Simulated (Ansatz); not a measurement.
# What Y2SOF2 (built on the sites of a database entry of YSF) distorts into, part 2 of 2

Wanted: the energy along a soft mode of Y2SOF2 (built on the sites of a database entry of YSF) and the structure at the end.

Ansatz 0.2.0; DFT PBEsol, scalar-relativistic, plane waves, PAW.

So far. Step 4 (The mode frozen in, largest atomic shift 0.22 Å): The run ends at a pressure of 2.04 GPa, with forces up to 0.16 eV/Å. Step 5 (Energy along the mode, all amplitudes (two of the runs …): The lowest of the steps tried is at 0.22 Å, 3.15 meV/atom below the parent; the bottom of the well need not coincide with a step.

The structure was built from a prototype and need not be the compound's stable phase.

### Step 6. Relaxation from the frozen mode

Starting from the lowest point found, all atoms and the cell are let go, so that strain and other modes of the same symmetry can join in.

Contents of input.yaml:

```yaml
crystal:
  lattice:
    - [-3.4651963628, -3.4651963628, 0.0]
    - [-3.4651963628, 3.4651963628, 0.0]
    - [0.0, 0.0, -7.1008233715]
  atoms:
    - { symbol: "Y", position: [0.7509812455, 0.2490187545, 0.7977256662] }
    - { symbol: "Y", position: [0.2490187545, 0.7509812455, 0.7977256662] }
    - { symbol: "Y", position: [0.2650640732, 0.2650640732, 0.2512112208] }
    - { symbol: "Y", position: [0.7349359268, 0.7349359268, 0.2512112208] }
    - { symbol: O, position: [0.2817442328, 0.7182557672, 0.3049025402] }
    - { symbol: O, position: [0.7182557672, 0.2817442328, 0.3049025402] }
    - { symbol: S, position: [0.2480289192, 0.2480289192, 0.6368786332] }
    - { symbol: S, position: [0.7519710808, 0.7519710808, 0.6368786332] }
    - { symbol: F, position: [0.5, 0.5, -0.004412529] }
    - { symbol: F, position: [1.0, 1.0, 0.0136944686] }
    - { symbol: F, position: [0.0, 0.5, 0.0046409698] }
    - { symbol: F, position: [0.5, 0.0, 0.0046409698] }
kpoints:
  mp_grid: { grid: [6, 6, 4] }
hamiltonian:
  xc: pbesol
scf:
  occupations: { method: fixed }
output:
  forces: true
  stress: true
  eigenvalues: true
relax:
  adjacent_minimum: "off"
  f_tol: 0.002
  max_steps: 120
  cell: { stress_tol: 0.03 }
```

Command:

```sh
> ansatz run input.yaml --threads 8 --pin off --max-ram 14336MiB --backend cpu --events-out ev --progress --plain --runs-dir out
```

Numbers of over 12 decimals in the logs are rounded to 6 here.

The log of the run:

```text
[...]
Crystal: 12 atoms, lattice volume = 170.527 Å³
Basis set: ecut = 420 eV, 3331 PW (Γ), exchange–correlation on 72×72×96 points (8 copies of the dense FFT grid, shifted against one another)
Bands: 60, of which v1, the nominal top of the filled ones, is band 48 counted from 1 (47 counted from 0)
Symmetry: 4 space group operations
[...]
k-points: 39 of 144 (time reversal used)
[...]
SCF iter   1: F=—  HF=-21296.742608 eV  |F-HF|=—  |Δ(HF+E_count)|=         —  Δρ=1.55e-2  dr2=3.33e-1  ethr=1.77e-3  ⟨swp⟩=4.4  Hψ=7917  notcnv=0  defer=372
[...]
SCF iter   8: F=-21296.666334 eV  HF=-21296.666334 eV  |F-HF|=6.52e-8  |Δ(HF+E_count)|=   1.07e-7  Δρ=9.06e-6  dr2=7.95e-8  ethr=1.04e-10  ⟨swp⟩=12.9  Hψ=11229  notcnv=0
SCF 1 converged in 8 iterations: F = -21296.666334 eV  dr2 = 7.95e-8
[...]
relax step   1: F+E_penalty+E_count = -21296.66633377 eV  Δ(F+E_penalty+E_count) = +0.000e0 eV  max|allowed force component| = 1.568e-1 eV/Å  Δτ_max = 0.0000 Å  P = +2.044 GPa  Ω = 170.527 Å³  (8 SCF iters, dr2 threshold 1.00e-7 eV, accepted)
Crystal: 12 atoms, lattice volume = 176.009 Å³
Basis set: ecut = 420 eV, 3459 PW (Γ), exchange–correlation on 72×72×96 points (8 copies of the dense FFT grid, shifted against one another)
[...]
iter 1 solved again at ethr=1.75e-4 eV; its pass at ethr=3.10e-3 eV (dr2=1.68e-1 eV) is discarded
[...]
SCF iter   7: F=-21296.636905 eV  HF=-21296.636904 eV  |F-HF|=1.95e-7  |Δ(HF+E_count)|=   1.72e-6  Δρ=2.14e-5  dr2=6.59e-7  ethr=1.25e-9  ⟨swp⟩=12.4  Hψ=13552  notcnv=0
SCF 2 converged in 7 iterations: F = -21296.636905 eV  dr2 = 6.59e-7
relax step   2: F+E_penalty+E_count = -21296.63690467 eV  Δ(F+E_penalty+E_count) = +2.943e-2 eV  max|allowed force component| = 5.229e-1 eV/Å  Δτ_max = 0.0556 Å  P = -1.490 GPa  Ω = 176.009 Å³  energy of the carried Pulay correction = -1.502e-2 eV  (7 SCF iters, dr2 threshold 1.20e-6 eV, rejected (line search))
Crystal: 12 atoms, lattice volume = 173.334 Å³
Basis set: ecut = 420 eV, 3379 PW (Γ), exchange–correlation on 72×72×96 points (8 copies of the dense FFT grid, shifted against one another)
[...]
SCF iter  11: F=-21296.693335 eV  HF=-21296.693335 eV  |F-HF|=3.64e-12  |Δ(HF+E_count)|=  8.00e-11  Δρ=9.11e-8  dr2=1.32e-11  ethr=1.00e-12  ⟨swp⟩=13.5  Hψ=12517  notcnv=0
SCF 3 converged in 11 iterations: F = -21296.693335 eV  dr2 = 1.32e-11
relax step   3: F+E_penalty+E_count = -21296.69333479 eV  Δ(F+E_penalty+E_count) = -2.700e-2 eV  max|allowed force component| = 1.135e-1 eV/Å  Δτ_max = 0.0191 Å  P = +0.066 GPa  Ω = 173.334 Å³  energy of the carried Pulay correction = -7.751e-3 eV  (11 SCF iters, accepted)
[... from here on, the SCF cycles and remarks between the steps are left out ...]
relax step   4: F+E_penalty+E_count = -21296.69539859 eV  Δ(F+E_penalty+E_count) = -2.064e-3 eV  max|allowed force component| = 1.080e-1 eV/Å  Δτ_max = 0.0074 Å  P = -0.120 GPa  Ω = 173.635 Å³  energy of the carried Pulay correction = -8.576e-3 eV  (6 SCF iters, dr2 threshold 8.05e-7 eV, accepted)
relax step   5: F+E_penalty+E_count = -21296.69852353 eV  Δ(F+E_penalty+E_count) = -3.125e-3 eV  max|allowed force component| = 9.395e-2 eV/Å  Δτ_max = 0.0178 Å  P = -0.134 GPa  Ω = 174.059 Å³  energy of the carried Pulay correction = -9.733e-3 eV  (6 SCF iters, dr2 threshold 7.29e-7 eV, accepted)
relax step   6: F+E_penalty+E_count = -21296.69928946 eV  Δ(F+E_penalty+E_count) = -7.659e-4 eV  max|allowed force component| = 3.902e-2 eV/Å  Δτ_max = 0.0279 Å  P = +0.040 GPa  Ω = 174.650 Å³  energy of the carried Pulay correction = -1.134e-2 eV  (7 SCF iters, dr2 threshold 5.52e-7 eV, accepted)
relax step   7: F+E_penalty+E_count = -21296.69977833 eV  Δ(F+E_penalty+E_count) = -4.889e-4 eV  max|allowed force component| = 5.065e-3 eV/Å  Δτ_max = 0.0046 Å  P = +0.002 GPa  Ω = 174.585 Å³  energy of the carried Pulay correction = -1.117e-2 eV  (5 SCF iters, dr2 threshold 9.52e-8 eV, accepted)
relax step   8: F+E_penalty+E_count = -21296.69964733 eV  Δ(F+E_penalty+E_count) = +1.310e-4 eV  max|allowed force component| = 6.324e-3 eV/Å  Δτ_max = 0.0008 Å  P = -0.025 GPa  Ω = 174.633 Å³  energy of the carried Pulay correction = -1.130e-2 eV  (6 SCF iters, dr2 threshold 1.60e-9 eV, rejected (line search))
relax step   9: F+E_penalty+E_count = -21296.69982139 eV  Δ(F+E_penalty+E_count) = -4.306e-5 eV  max|allowed force component| = 3.306e-3 eV/Å  Δτ_max = 0.0007 Å  P = +0.010 GPa  Ω = 174.571 Å³  energy of the carried Pulay correction = -1.113e-2 eV  (8 SCF iters, accepted)
relax step  10: F+E_penalty+E_count = -21296.69978489 eV  Δ(F+E_penalty+E_count) = +3.650e-5 eV  max|allowed force component| = 3.033e-4 eV/Å  Δτ_max = 0.0003 Å  P = -0.000 GPa  Ω = 174.585 Å³  energy of the carried Pulay correction = -1.117e-2 eV  (6 SCF iters, dr2 threshold 6.83e-10 eV, accepted)
relax step  11: F+E_penalty+E_count = -21296.71512196 eV  Δ(F+E_penalty+E_count) = -1.534e-2 eV  max|allowed force component| = 8.577e-4 eV/Å  Δτ_max = 0.0000 Å  P = +0.163 GPa  Ω = 174.585 Å³  stress off target by 2.45e-1 GPa  SCF on the basis re-selected at this cell (its energy is not comparable with the rows above)  (7 SCF iters)
relax step  12: F+E_penalty+E_count = -21296.71403782 eV  Δ(F+E_penalty+E_count) = +1.084e-3 eV  max|allowed force component| = 1.103e-2 eV/Å  Δτ_max = 0.0069 Å  P = -0.065 GPa  Ω = 175.106 Å³  energy of the carried Pulay correction = -1.483e-3 eV  (6 SCF iters, dr2 threshold 1.50e-7 eV, accepted)
relax step  13: F+E_penalty+E_count = -21296.71440821 eV  Δ(F+E_penalty+E_count) = -3.704e-4 eV  max|allowed force component| = 3.307e-3 eV/Å  Δτ_max = 0.0012 Å  P = +0.010 GPa  Ω = 174.991 Å³  energy of the carried Pulay correction = -1.161e-3 eV  (6 SCF iters, dr2 threshold 2.62e-8 eV, accepted)
relax step  14: F+E_penalty+E_count = -21296.71441154 eV  Δ(F+E_penalty+E_count) = -3.327e-6 eV  max|allowed force component| = 4.642e-3 eV/Å  Δτ_max = 0.0009 Å  P = +0.001 GPa  Ω = 174.990 Å³  energy of the carried Pulay correction = -1.158e-3 eV  (6 SCF iters, dr2 threshold 6.84e-10 eV, accepted)
relax step  15: F+E_penalty+E_count = -21296.71441676 eV  Δ(F+E_penalty+E_count) = -5.219e-6 eV  max|allowed force component| = 7.863e-4 eV/Å  Δτ_max = 0.0004 Å  P = -0.001 GPa  Ω = 174.989 Å³  energy of the carried Pulay correction = -1.154e-3 eV  (5 SCF iters, dr2 threshold 1.35e-9 eV, accepted)
[...]
SCF iter   6: F=-21296.715611 eV  HF=-21296.715611 eV  |F-HF|=1.09e-11  |Δ(HF+E_count)|=  2.55e-11  Δρ=8.85e-8  dr2=4.93e-12  ethr=1.00e-12  ⟨swp⟩=12.9  Hψ=10874  notcnv=0
SCF 16 converged in 6 iterations: F = -21296.715611 eV  dr2 = 4.93e-12
relax step  16: F+E_penalty+E_count = -21296.71561070 eV  Δ(F+E_penalty+E_count) = -1.194e-3 eV  max|allowed force component| = 8.287e-4 eV/Å  Δτ_max = 0.0000 Å  P = +0.004 GPa  Ω = 174.989 Å³  stress off target by 1.24e-2 GPa  SCF on the basis re-selected at this cell (its energy is not comparable with the rows above)  (6 SCF iters)
[...]
SCF converged after 6 iterations
Free energy (F): -21296.715611 eV
[...]
Internal energy: -21296.715611 eV  (E = F + TS)
E sigma→0 (E₀):  -21296.715611 eV
Fermi energy:    8.938350 eV
[...]
--- Forces (eV/Å), atoms counted from 1 ---
  atom   1  Y      0.00000000     0.00015897    -0.00010413
  atom   2  Y     -0.00000000    -0.00015897    -0.00010413
  atom   3  Y     -0.00057246    -0.00000000     0.00043163
  atom   4  Y      0.00057246     0.00000000     0.00043163
  atom   5  O      0.00000000     0.00015885    -0.00004620
  atom   6  O     -0.00000000    -0.00015885    -0.00004620
  atom   7  S     -0.00035796     0.00000000     0.00038147
  atom   8  S      0.00035796    -0.00000000     0.00038147
  atom   9  F     -0.00000000     0.00000000     0.00011632
  atom  10  F     -0.00000000     0.00000000    -0.00082841
  atom  11  F     -0.00000000     0.00000000    -0.00030479
  atom  12  F     -0.00000000     0.00000000    -0.00030479
  max |Σ_I F_I| component: 3.86e-6 eV/Å
--- Stress (GPa, compression-positive) ---
        0.012425      -0.000000      -0.000000
       -0.000000       0.011299       0.000000
       -0.000000       0.000000      -0.010734
  P = ⅓ Tr σ = 0.0043 GPa (0.043 kbar)
--- Band table (eV; the first three rows and the last of 39) ---
  k-point 0: bands = [... 44 lower, 8.3491, 8.8590, 8.9110, 8.9384, 11.2675, 12.8653, 13.2579, 13.8586, ... 8 higher]
  k-point 1: bands = [... 44 lower, 8.3742, 8.7224, 8.8226, 8.9182, 11.3566, 12.7290, 13.2781, 13.8537, ... 8 higher]
  k-point 2: bands = [... 44 lower, 8.3741, 8.5338, 8.7818, 8.8995, 11.4662, 12.5723, 13.2920, 13.8489, ... 8 higher]
  k-point 38: bands = [... 44 lower, 8.0942, 8.1600, 8.6566, 8.7089, 12.7529, 12.7692, 13.7080, 13.7800, ... 8 higher]
--- Relaxed structure (14 steps of the walk, 12 accepted, 2 SCFs on fresh bases) ---
  F+E_penalty+E_count = -21296.71561070 eV   max|allowed force component| = 8.287e-4 eV/Å   (the final SCF, on the basis selected at the relaxed cell)
  cell:  # Å, volume = 174.9892 Å³
    - [-3.523519, -3.532875, 0.0]
    - [-3.523519, 3.532875, 0.0]
    - [0.0, 0.0, -7.028722]
  atoms:
    - { symbol: Y, position: [0.752211, 0.247789, 0.797361] }
    - { symbol: Y, position: [0.247789, 0.752211, 0.797361] }
    - { symbol: Y, position: [0.272800, 0.272800, 0.251212] }
    - { symbol: Y, position: [0.727200, 0.727200, 0.251212] }
    - { symbol: O, position: [0.289774, 0.710226, 0.305912] }
    - { symbol: O, position: [0.710226, 0.289774, 0.305912] }
    - { symbol: S, position: [0.247015, 0.247015, 0.639082] }
    - { symbol: S, position: [0.752985, 0.752985, 0.639082] }
    - { symbol: F, position: [0.5, 0.5, -0.010217] }
    - { symbol: F, position: [1.0, 1.0, 0.014633] }
    - { symbol: F, position: [-5.551115123125783e-17, 0.5, 0.00422392] }
    - { symbol: F, position: [0.5, -5.551115123125783e-17, 0.00422392] }
```

It took 80 s on 8 threads of Arm Neoverse V2, shared host; peak memory 0.89 GiB.

Step by step:

| step | energy less that of the first step (eV) | largest force component (eV/Å) | pressure (GPa) | volume (Å³) |
| --- | --- | --- | --- | --- |
| 1 | 0.0000 | 0.1568 | 2.04 | 170.53 |
| 2 | 0.0294 | 0.5229 | -1.49 | 176.01 |
| 3 | -0.0270 | 0.1135 | 0.07 | 173.33 |
| 4 | -0.0291 | 0.1080 | -0.12 | 173.64 |
| 5 | -0.0322 | 0.0940 | -0.13 | 174.06 |
| 6 | -0.0330 | 0.0390 | 0.04 | 174.65 |
| 7 | -0.0334 | 0.0051 | 0.00 | 174.59 |
| 8 | -0.0333 | 0.0063 | -0.02 | 174.63 |
| 9 | -0.0335 | 0.0033 | 0.01 | 174.57 |
| 10 | -0.0335 | 0.0003 | 0.00 | 174.59 |
| 11* | -0.0488 | 0.0009 | 0.16 | 174.59 |
| 12 | -0.0477 | 0.0110 | -0.07 | 175.11 |
| 13 | -0.0481 | 0.0033 | 0.01 | 174.99 |
| 14 | -0.0481 | 0.0046 | 0.00 | 174.99 |
| 15 | -0.0481 | 0.0008 | 0.00 | 174.99 |
| 16* | -0.0493 | 0.0008 | 0.00 | 174.99 |

Relaxation steps marked * repeat the geometry before them on a plane-wave basis chosen anew for their cell, so energy and pressure can jump there. Relaxation steps 2, 8 were tried and not accepted.

The run keeps the 4 symmetry operations that it works with, so distortions that break them were not tested.

| conventional cell, symmetrised | before | after | change |
| --- | --- | --- | --- |
| a (Å) | 6.930 | 7.047 | +1.7 % |
| b (Å) | 6.930 | 7.066 | +2.0 % |
| c (Å) | 7.101 | 7.029 | -1.0 % |
| volume (Å³/atom) | 14.21 | 14.58 | +2.6 % |

The atoms that moved most (Å, as changes of fractional coordinates times the final cell):

| atom | dx | dy | dz | length |
| --- | --- | --- | --- | --- |
| O6 | 0.000 | 0.057 | -0.007 | 0.057 |
| O5 | 0.000 | -0.057 | -0.007 | 0.057 |
| Y3 | -0.055 | 0.000 | 0.000 | 0.055 |
| Y4 | 0.055 | 0.000 | 0.000 | 0.055 |
| F9 | 0.000 | 0.000 | 0.041 | 0.041 |
| S7 | 0.007 | 0.000 | -0.015 | 0.017 |
| S8 | -0.007 | 0.000 | -0.015 | 0.017 |
| Y2 | 0.000 | 0.009 | 0.003 | 0.009 |

The relaxed structure:

```
Y O S F
1.0
    -3.52352   -3.53288    0.00000
    -3.52352    3.53288    0.00000
     0.00000    0.00000   -7.02872
Y O S F
4 2 2 4
Direct
  0.75221 0.24779 0.79736
  0.24779 0.75221 0.79736
  0.27280 0.27280 0.25121
  0.72720 0.72720 0.25121
  0.28977 0.71023 0.30591
  0.71023 0.28977 0.30591
  0.24701 0.24701 0.63908
  0.75299 0.75299 0.63908
  0.50000 0.50000 0.98978
  0.00000 0.00000 0.01463
  0.00000 0.50000 0.00422
  0.50000 0.00000 0.00422
```

This step gave:

* pressure: 0.004330 GPa
* gap on the k-mesh: 2.329 eV
* volume per atom: 14.58 Å³

The distorted start has space group Cmm2; the relaxation ends in Cmm2.

### Step 7. What came out

```
unstable mode of the parent                                                      : q = (-0.5, -0.5, 0), 118i cm⁻¹
depth at the lowest point sampled                                                : 3.15 meV/atom
largest atomic shift at that point                                               : 0.22 Å
space group reached (within 0.01 Å)                                              : Cmm2
energy gained over the parent (first relaxation, on the mesh of the frozen mode) : 7.25 meV/atom
volume per atom, phase reached                                                   : 14.6 Å³
gap on the k-mesh, phase reached                                                 : 2.33 eV
```

In words: Along this mode the structure falls into Cmm2, 7.25 meV/atom below the parent. At the parent's cell the well is 3.146 meV/atom deep on the steps tried, with its lowest point at a shift of 0.22 Å. Relaxing atoms and cell changes the gain by +4.11 meV/atom against the lowest step (energies at zero smearing). The modes of the phase reached were not computed on this path. Of the 6 patterns followed to their end from this parent, this one ends 104 meV/atom above the lowest, Amm2. Each path keeps the symmetry of its pattern, so a lower phase may lie along a pattern not tried. The q mesh is too sparse to interpolate, so only the solved wavevectors are given. The program warns that the interpolation holds no quadrupole term, so branches close to Γ can be off in this crystal. The starting cell was built on a prototype and not taken from a measurement, so the phase need not exist.

[Logs are printed without paths, hosts, clocks, repeated set-up lines and the standing remarks that a program may print on its own settings, such as how far it seeks lower states.]

[Hosts, paths, dates, database ids (printed as entryN), source tags and the programs' standing remarks are cut or masked in the printed files.]
